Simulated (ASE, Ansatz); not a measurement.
# Building generalised stacking fault on (111) (glide set) of a Ge-Si solid solution (72 atoms)

The cell is an input for a DFT calculation. Recipe: diamond-structure Ge lattice (a = 5.5919 Å, the value set for the mixture), cell with z along [111], 1 x 3 x 2 periods; the third cell vector is tilted by 0.333 of 1/2[11-2] and lengthened by 0.2 Å, so the cell holds one fault (glide set); displaced by a Gaussian of 0.01 Å; 21 of 72 Ge sites given to Si at random (lattice constant by Vegard's rule between Ge and Si).

**Question.** Write an ASE script that builds it.

build.py (ASE 3.29.0):

```python
import numpy as np
from ase.build import bulk, make_supercell

u = bulk('Ge', 'diamond', a=5.5919)
atoms = make_supercell(u, [[-1, -1, 2], [3, -3, 0], [2, 2, 2]])
atoms.set_cell(atoms.cell.cellpar(), scale_atoms=True)  # standard orientation
atoms.positions[:, 2] -= -0.404; atoms.wrap(eps=1e-6)
atoms.cell[2] += np.array([0.33333, 0] + [0]) @ atoms.cell[:] + [0, 0, 0.2]  # one fault a cell: the image above is shifted
rng = np.random.default_rng(70558)
sites = rng.permutation([a.index for a in atoms if a.symbol == 'Ge'])
new = ['Si'] * 21
for k, e in zip(sites, new): atoms[k].symbol = e
atoms.rattle(0.01, seed=70558)
atoms.wrap()
atoms.write('structure.xyz')
print(atoms.get_chemical_formula(), len(atoms), 'atoms; cell', atoms.cell.cellpar().round(3))
```

```console
$ python build.py
Ge51Si21 72 atoms; cell [ 6.849 11.862 19.704 90.    83.347 90.   ]
```

The cell holds 72 atoms: 51 Ge and 21 Si. Cell: a = 6.849 Å, b = 11.862 Å, c = 19.704 Å, α = 90.0°, β = 83.3°, γ = 90.0°. It derives from Ge and Si.

```xyz
72
Lattice="6.8487 0.0000 0.0000 0.0000 11.8622 0.0000 2.2829 0.0000 19.5709" Properties=species:S:1:pos:R:3 pbc="T T T"
Ge    3.4141    1.9883    0.4090
Ge    3.4125    1.9783    2.8376
Ge    5.7015    1.9790    3.6296
Si    5.6954    1.9745    6.0400
Si    6.8539    0.0025    0.4100
Ge    6.8474   11.8502    2.8129
Si    2.2670   11.8610    3.6228
Ge    2.2666    0.0103    6.0752
Ge    4.5642    0.0101    6.8600
Si    4.5599    0.0026    9.2854
Si    3.4262    5.9336    0.4045
Si    3.4429    5.9277    2.8184
Ge    5.6996    5.9336    3.6455
Ge    5.6981    5.9283    6.0390
Si    6.8509    3.9703    0.4079
Ge    6.8433    3.9678    2.8409
Ge    2.2817    3.9411    3.6402
Si    2.2763    3.9449    6.0586
Ge    4.5648    3.9578    6.8531
Si    4.5570    3.9606    9.2797
Ge    1.1260    1.9719    6.8627
Ge    1.1310    1.9825    9.2958
Si    3.4229    1.9857   10.0925
Si    3.4441    1.9842   12.5226
Ge    5.7053    1.9673   13.3110
Si    5.7081    1.9594   15.7338
Ge    6.8430    0.0064   10.0933
Ge    6.8294    0.0071   12.5191
Si    2.2705   11.8590   13.3252
Ge    2.2901   11.8568   15.7446
Ge    4.5633    0.0230   16.5507
Si    4.5682   11.8483   18.9626
Ge    3.4228    9.8786    0.4071
Si    3.4333    9.8758    2.8307
Ge    5.7036    9.8792    3.6404
Ge    5.7206    9.8713    6.0384
Ge    6.8722    7.9044    0.4133
Ge    6.8516    7.9206    2.8213
Ge    2.2773    7.9204    3.6374
Ge    2.2929    7.9209    6.0584
Ge    4.5648    7.8986    6.8639
Ge    4.5819    7.9153    9.2913
Ge    1.1223    5.9531    6.8547
Ge    1.1220    5.9248    9.2874
Ge    3.4389    5.9324   10.1015
Ge    3.4026    5.9351   12.4978
Ge    5.7111    5.9227   13.3309
Ge    5.7031    5.9470   15.7321
Si    6.8507    3.9541   10.1049
Si    6.8504    3.9527   12.5113
Ge    2.2819    3.9687   13.3051
Ge    2.2662    3.9536   15.7483
Ge    4.5707    3.9541   16.5486
Ge    4.5579    3.9549   18.9734
Ge    7.9886    1.9861   16.5589
Ge    8.0023    1.9773   18.9640
Ge    1.1322    9.8784    6.8379
Ge    1.1309    9.8838    9.2868
Ge    3.4113    9.8797   10.0778
Ge    3.4107    9.8937   12.5174
Ge    5.7171    9.9017   13.3139
Ge    5.7110    9.8811   15.7540
Ge    6.8402    7.9046   10.0800
Ge    6.8474    7.9209   12.5193
Ge    2.2807    7.8998   13.3131
Ge    2.2877    7.9108   15.7419
Ge    4.5658    7.9011   16.5515
Si    4.5710    7.8963   18.9664
Si    7.9818    5.9216   16.5707
Si    8.0035    5.9428   18.9785
Ge    7.9952    9.8893   16.5417
Si    7.9847    9.8900   18.9642
```

Bonds by pair of elements; cutoffs follow the first minimum of g(r), held within bounds set by covalent radii, and pairs that aren't listed don't count as bonded:

```csv
pair A-B,cutoff (Å),bonds,mean length (Å),spread (Å),shortest (Å),B about A,A about B
Ge-Ge,2.88,74,2.42,0.02,2.39,2.90,2.90
Ge-Si,2.88,56,2.44,0.033,2.39,1.10,2.67
Si-Si,2.93,14,2.45,0.035,2.41,1.33,1.33
```

How many atoms have how many bonded neighbours:

```
element  mean   4
     Ge     4  51
     Si     4  21
```

[Logs are printed without paths, hosts, clocks, repeated set-up lines and the standing remarks that a program may print on its own settings, such as how far it seeks lower states.]

[Hosts, paths, dates, database ids (printed as entryN), source tags and the programs' standing remarks are cut or masked in the printed files.]
